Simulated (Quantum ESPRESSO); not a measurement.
**E(q) of NiO from supercells**

Aim: the energy of flat spin spirals of NiO that close within a few cells.

Calculated with Quantum ESPRESSO 7.5; PBE with U = 7.5 eV on Ni d (ortho-atomic projectors); plane waves with SSSP 1.3 efficiency PBE potentials, no spin-orbit coupling, flat spiral in a supercell.

Most raw output is cut from this account.

## 1. The structure

It takes space group Fm-3m (No. 225, cubic). Conventional cell: a = 4.172 Å, b = 4.172 Å, c = 4.172 Å, α = 90.00°, β = 90.00°, γ = 90.00°. Ni has 6 O at 2.09 Å nearest. Nearest to O lie 6 Ni at 2.09 Å. Farther neighbours and most contacts between anions are not listed.

The cell comes from the Crystallography Open Database.

## 2. Parallel moments, one cell

File pw.in:

```
&CONTROL
  calculation = 'scf'
  prefix = 'pwscf'
  outdir = './tmp'
  pseudo_dir = './pseudo'
  disk_io = 'nowf'
/
&SYSTEM
  ibrav = 0
  celldm(1) = 8
  nat = 2
  ntyp = 2
  ecutwfc = 47
  ecutrho = 374
  nbnd = 38
  occupations = 'smearing'
  smearing = 'fd'
  degauss = 0.00734986
  noncolin = .true.
  starting_magnetization(1) = 0.1111
  angle1(1) = 90
  angle2(1) = 0
  starting_magnetization(2) = 0
/
&ELECTRONS
  conv_thr = 2d-08
  electron_maxstep = 150
  mixing_beta = 0.3
/
ATOMIC_SPECIES
Ni     58.6934 ni_pbe_v1.4.uspp.F.UPF
O      15.9990 O.pbe-n-kjpaw_psl.0.1.UPF
CELL_PARAMETERS alat
   0.0000000000000    0.4927228531442    0.4927228531442
   0.4927228531442    0.0000000000000    0.4927228531442
   0.4927228531442    0.4927228531442    0.0000000000000
ATOMIC_POSITIONS crystal
Ni      0.0000000000    0.0000000000    0.0000000000
O       0.5000000000    0.5000000000    0.5000000000
K_POINTS automatic
12 6 6 0 0 0
HUBBARD {ortho-atomic}
U Ni-3d 7.5000
```

Run with:

```sh
$ OMP_NUM_THREADS=1 mpirun -n 4 pw.x -nk 4 -in pw.in > pw.out
```

Run time: 20 s. Hardware: 4 MPI ranks of Arm Neoverse V2, shared host; peak memory 0.4 GiB.

Spin moment in the atom's sphere by atom:

| atom | x (μB) | y (μB) | z (μB) | size |
| --- | --- | --- | --- | --- |
| Ni1 | 1.76 | 0.00 | 0.00 | 1.76 |
| O2 | 0.18 | 0.00 | 0.00 | 0.18 |

Read from the output:

* smearing term TS: 2.26e-7 eV
* magnetization: 2, 0, 0 μB
* absolute magnetization: 2.011 μB
* final state: ferromagnetic

## 3. One turn in 2 cells along the input cell's a

Neighbouring cells are turned by 180° in the xy plane; the cell holds 4 atoms.

File pw.in:

```
&CONTROL
  calculation = 'scf'
  prefix = 'pwscf'
  outdir = './tmp'
  pseudo_dir = './pseudo'
  disk_io = 'nowf'
/
&SYSTEM
  ibrav = 0
  celldm(1) = 8
  nat = 4
  ntyp = 4
  ecutwfc = 47
  ecutrho = 374
  nbnd = 66
  occupations = 'smearing'
  smearing = 'fd'
  degauss = 0.00734986
  noncolin = .true.
  starting_magnetization(1) = 0.1111
  angle1(1) = 90
  angle2(1) = 0
  starting_magnetization(2) = 0.1111
  angle1(2) = 90
  angle2(2) = 180
  starting_magnetization(3) = 0
  starting_magnetization(4) = 0
/
&ELECTRONS
  conv_thr = 4d-08
  electron_maxstep = 150
  mixing_beta = 0.3
/
ATOMIC_SPECIES
Ni1    58.6934 ni_pbe_v1.4.uspp.F.UPF
Ni2    58.6934 ni_pbe_v1.4.uspp.F.UPF
O1     15.9990 O.pbe-n-kjpaw_psl.0.1.UPF
O2     15.9990 O.pbe-n-kjpaw_psl.0.1.UPF
CELL_PARAMETERS alat
   0.0000000000000    0.9854457062883    0.9854457062883
   0.4927228531442    0.0000000000000    0.4927228531442
   0.4927228531442    0.4927228531442    0.0000000000000
ATOMIC_POSITIONS crystal
Ni1     0.0000000000    0.0000000000    0.0000000000
Ni2     0.5000000000    0.0000000000    0.0000000000
O1      0.2500000000    0.5000000000    0.5000000000
O2      0.7500000000    0.5000000000    0.5000000000
K_POINTS automatic
6 6 6 0 0 0
HUBBARD {ortho-atomic}
U Ni1-3d 7.5000
U Ni2-3d 7.5000
```

Run time: 2.3 min. Hardware: 4 MPI ranks; peak memory 0.85 GiB.

Spin moment in the atom's sphere by atom:

| atom | x (μB) | y (μB) | z (μB) | size |
| --- | --- | --- | --- | --- |
| Ni1 | 1.71 | 0.00 | 0.00 | 1.71 |
| Ni2 | -1.71 | 0.00 | 0.00 | 1.71 |
| O3 | 0.00 | 0.00 | 0.00 | 0.00 |
| O4 | 0.00 | 0.00 | 0.00 | 0.00 |

Numbers from this step:

| Quantity | Value |
| --- | --- |
| smearing term TS | 9.74e-9 eV |
| magnetization | 0, -0.001, -0.001 μB |
| absolute magnetization | 3.691 μB |
| final state | antiferromagnetic |

## 4. One turn in 3 cells along the input cell's a

Neighbouring cells are turned by 120° in the xy plane; the cell holds 6 atoms.

File pw.in:

```
&CONTROL
  calculation = 'scf'
  prefix = 'pwscf'
  outdir = './tmp'
  pseudo_dir = './pseudo'
  disk_io = 'nowf'
/
&SYSTEM
  ibrav = 0
  celldm(1) = 8
  nat = 6
  ntyp = 6
  ecutwfc = 47
  ecutrho = 374
  nbnd = 94
  occupations = 'smearing'
  smearing = 'fd'
  degauss = 0.00734986
  noncolin = .true.
  starting_magnetization(1) = 0.1111
  angle1(1) = 90
  angle2(1) = 0
  starting_magnetization(2) = 0.1111
  angle1(2) = 90
  angle2(2) = 119.999
  starting_magnetization(3) = 0.1111
  angle1(3) = 90
  angle2(3) = -119.999
  starting_magnetization(4) = 0
  starting_magnetization(5) = 0
  starting_magnetization(6) = 0
/
&ELECTRONS
  conv_thr = 6d-08
  electron_maxstep = 150
  mixing_beta = 0.3
/
ATOMIC_SPECIES
Ni1    58.6934 ni_pbe_v1.4.uspp.F.UPF
Ni2    58.6934 ni_pbe_v1.4.uspp.F.UPF
Ni3    58.6934 ni_pbe_v1.4.uspp.F.UPF
O1     15.9990 O.pbe-n-kjpaw_psl.0.1.UPF
O2     15.9990 O.pbe-n-kjpaw_psl.0.1.UPF
O3     15.9990 O.pbe-n-kjpaw_psl.0.1.UPF
CELL_PARAMETERS alat
   0.0000000000000    1.4781685594325    1.4781685594325
   0.4927228531442    0.0000000000000    0.4927228531442
   0.4927228531442    0.4927228531442    0.0000000000000
ATOMIC_POSITIONS crystal
Ni1     0.0000000000    0.0000000000    0.0000000000
Ni2     0.3333333333    0.0000000000    0.0000000000
Ni3     0.6666666667    0.0000000000    0.0000000000
O1      0.1666666667    0.5000000000    0.5000000000
O2      0.5000000000    0.5000000000    0.5000000000
O3      0.8333333333    0.5000000000    0.5000000000
K_POINTS automatic
4 6 6 0 0 0
HUBBARD {ortho-atomic}
U Ni1-3d 7.5000
U Ni2-3d 7.5000
U Ni3-3d 7.5000
```

Run time: 8.7 min. Hardware: 4 MPI ranks; peak memory 1.7 GiB; 35 min of CPU time.

Spin moment in the atom's sphere by atom:

| atom | x (μB) | y (μB) | z (μB) | size |
| --- | --- | --- | --- | --- |
| Ni1 | 1.72 | 0.00 | 0.00 | 1.72 |
| Ni2 | -0.86 | 1.49 | 0.00 | 1.72 |
| Ni3 | -0.86 | -1.49 | 0.00 | 1.73 |
| O4 | 0.04 | 0.07 | 0.00 | 0.08 |
| O5 | -0.08 | 0.00 | 0.00 | 0.08 |
| O6 | 0.04 | -0.07 | 0.00 | 0.08 |

Read from the output:

- smearing term TS: 5.59e-8 eV
- magnetization: -0.002, 0.002, 0 μB
- absolute magnetization: 5.685 μB
- final state: non-collinear

Valence density in the ac plane at fractional y = 0.000, with atoms of Ni within 0.2 Å of it. It is the smooth field of the valence electrons, not physical close to the nuclei.

Ten steps, logarithmic in the rise over the least value, from '0' (0 e/Å³) to '9' (37 e/Å³), each cell a mean:
```
9830001699510015897200037
5530000256410001465200003
1210000011100000011100000
0000000000000000000000000
0000000000000000000000000
2000002320000023310000133
7300014774100037862000258
9720004998300027995100169
```
Columns run along a (8.8 Å), rows up along c (2.9 Å). Atoms in or near the plane, at fractional coordinates: Ni at (0.00, 0.00), Ni at (0.33, 0.00), Ni at (0.67, 0.00).

## 5. One turn in 4 cells along the input cell's a

Neighbouring cells are turned by 90° in the xy plane; the cell holds 8 atoms.

File pw.in:

```
&CONTROL
  calculation = 'scf'
  prefix = 'pwscf'
  outdir = './tmp'
  pseudo_dir = './pseudo'
  disk_io = 'nowf'
/
&SYSTEM
  ibrav = 0
  celldm(1) = 8
  nat = 8
  ntyp = 8
  ecutwfc = 47
  ecutrho = 374
  nbnd = 122
  occupations = 'smearing'
  smearing = 'fd'
  degauss = 0.00734986
  noncolin = .true.
  starting_magnetization(1) = 0.1111
  angle1(1) = 90
  angle2(1) = 0
  starting_magnetization(2) = 0.1111
  angle1(2) = 90
  angle2(2) = 90
  starting_magnetization(3) = 0.1111
  angle1(3) = 90
  angle2(3) = 180
  starting_magnetization(4) = 0.1111
  angle1(4) = 90
  angle2(4) = -90
  starting_magnetization(5) = 0
  starting_magnetization(6) = 0
  starting_magnetization(7) = 0
  starting_magnetization(8) = 0
/
&ELECTRONS
  conv_thr = 8d-08
  electron_maxstep = 150
  mixing_beta = 0.3
/
ATOMIC_SPECIES
Ni1    58.6934 ni_pbe_v1.4.uspp.F.UPF
Ni2    58.6934 ni_pbe_v1.4.uspp.F.UPF
Ni3    58.6934 ni_pbe_v1.4.uspp.F.UPF
Ni4    58.6934 ni_pbe_v1.4.uspp.F.UPF
O1     15.9990 O.pbe-n-kjpaw_psl.0.1.UPF
O2     15.9990 O.pbe-n-kjpaw_psl.0.1.UPF
O3     15.9990 O.pbe-n-kjpaw_psl.0.1.UPF
O4     15.9990 O.pbe-n-kjpaw_psl.0.1.UPF
CELL_PARAMETERS alat
   0.0000000000000    1.9708914125767    1.9708914125767
   0.4927228531442    0.0000000000000    0.4927228531442
   0.4927228531442    0.4927228531442    0.0000000000000
ATOMIC_POSITIONS crystal
Ni1     0.0000000000    0.0000000000    0.0000000000
Ni2     0.2500000000    0.0000000000    0.0000000000
Ni3     0.5000000000    0.0000000000    0.0000000000
Ni4     0.7500000000    0.0000000000    0.0000000000
O1      0.1250000000    0.5000000000    0.5000000000
O2      0.3750000000    0.5000000000    0.5000000000
O3      0.6250000000    0.5000000000    0.5000000000
O4      0.8750000000    0.5000000000    0.5000000000
K_POINTS automatic
3 6 6 0 0 0
HUBBARD {ortho-atomic}
U Ni1-3d 7.5000
U Ni2-3d 7.5000
U Ni3-3d 7.5000
U Ni4-3d 7.5000
```

Elapsed: 10 min, on 4 MPI ranks; peak memory 2.2 GiB.

Read from the output:

- smearing term TS: 1.55e-7 eV
- magnetization: 0, 0, 0.001 μB
- absolute magnetization: 7.737 μB
- final state: non-collinear
- largest moment: 1.735 μB

## 6. What a mistake does

One input was spoiled on purpose, to see how the program answers.

File pw.in:

```
&CONTROL
  calculation = 'scf'
  prefix = 'pwscf'
  outdir = './tmp'
  pseudo_dir = './pseudo'
  disk_io = 'nowf'
/
&SYSTEM
  ibrav = 0
  nat = 2
  ntyp = 2
  ecutwfc = 47
  ecutrho = 374
  nbnd = 20
  occupations = 'smearing'
  smearing = 'fd'
  degaus = 0.00734986
  nspin = 2
  starting_magnetization(1) = 0.1111
  starting_magnetization(2) = 0
/
&ELECTRONS
  conv_thr = 2d-08
  electron_maxstep = 60
  mixing_beta = 0.3
/
ATOMIC_SPECIES
Ni     58.6934 ni_pbe_v1.4.uspp.F.UPF
O      15.9990 O.pbe-n-kjpaw_psl.0.1.UPF
CELL_PARAMETERS angstrom
   0.0000000000    2.0859016414    2.0859016414
   2.0859016414    0.0000000000    2.0859016414
   2.0859016414    2.0859016414    0.0000000000
ATOMIC_POSITIONS crystal
Ni      0.0000000000    0.0000000000    0.0000000000
O       0.5000000000    0.5000000000    0.5000000000
K_POINTS automatic
6 6 6 0 0 0
HUBBARD {ortho-atomic}
U Ni-3d 7.5000
```

Elapsed: 0.5 s, on 4 MPI ranks; peak memory 0.07 GiB.

The input was rejected at the start.

The program's message: “read_namelists (1): bad line in namelist &system: " degaus = 0.00734986" (error could be in the previous line)”

A key was misspelt on purpose.

## 7. E(q)

Spirals:

| q along the reciprocal vector | energy less that at q = 0 (meV a seeded atom) | largest site moment (μB) | typed angles kept | CPU time (s) |
| --- | --- | --- | --- | --- |
| 0 | 0 | 1.758 | yes | 80.02 |
| 0.25 | -41.09 | 1.735 | yes | 2388 |
| 0.3333 | -60.27 | 1.725 | yes | 2077 |
| 0.5 | -80.98 | 1.715 | yes | 561.2 |

The energy less that at q = 0, self-consistent by path:

| path (Å⁻¹) | energy less that at q = 0, self-consistent (meV a seeded atom) |
| --- | --- |
| 0.000 | 0 |
| 0.652 | -41.1 |
| 0.870 | -60.3 |
| 1.304 | -81.0 |

## 8. Outcome

| Quantity | Value |
| --- | --- |
| lowest point | q = 0.5 along a*, -81.0 meV a seeded atom |
| highest point | q = 0, 0 meV a seeded atom |

In words: The state at q = 0.5 lies 81 meV a seeded atom under the parallel one, with neighbouring cells opposed. The moment changes by 2.5 % between the spirals. The cell of 4 repeats took 30 times the CPU time of the single cell, though its mesh is shorter in proportion. Here a and a* are vectors of the cell in the input, which need not be the conventional cell, and only this direction was probed. The mesh is coarse, so differences of some ten meV can be noise in a metal. This program evaluates a GGA otherwise when all starting moments share an axis than when they do not, so collinear and canted runs are not quite comparable. Energies are free energies at an electronic temperature of 1160 K, which lowers moments and differences where the moments are itinerant. The cutoff lies under the 55 Ry that these files are usually run at.

[Logs and program files are shortened in this print: banners, set-up blocks, solver, clock and traceback lines can be left out without a mark of their own.]

[Logs are printed without paths, hosts, clocks, repeated set-up lines and the standing remarks that a program may print on its own settings, such as how far it seeks lower states.]

[Hosts, paths, dates, database ids (printed as entryN), source tags and the programs' standing remarks are cut or masked in the printed files.]

[Where a cell is said to come from a database of computed structures, the database is the Materials Project.]
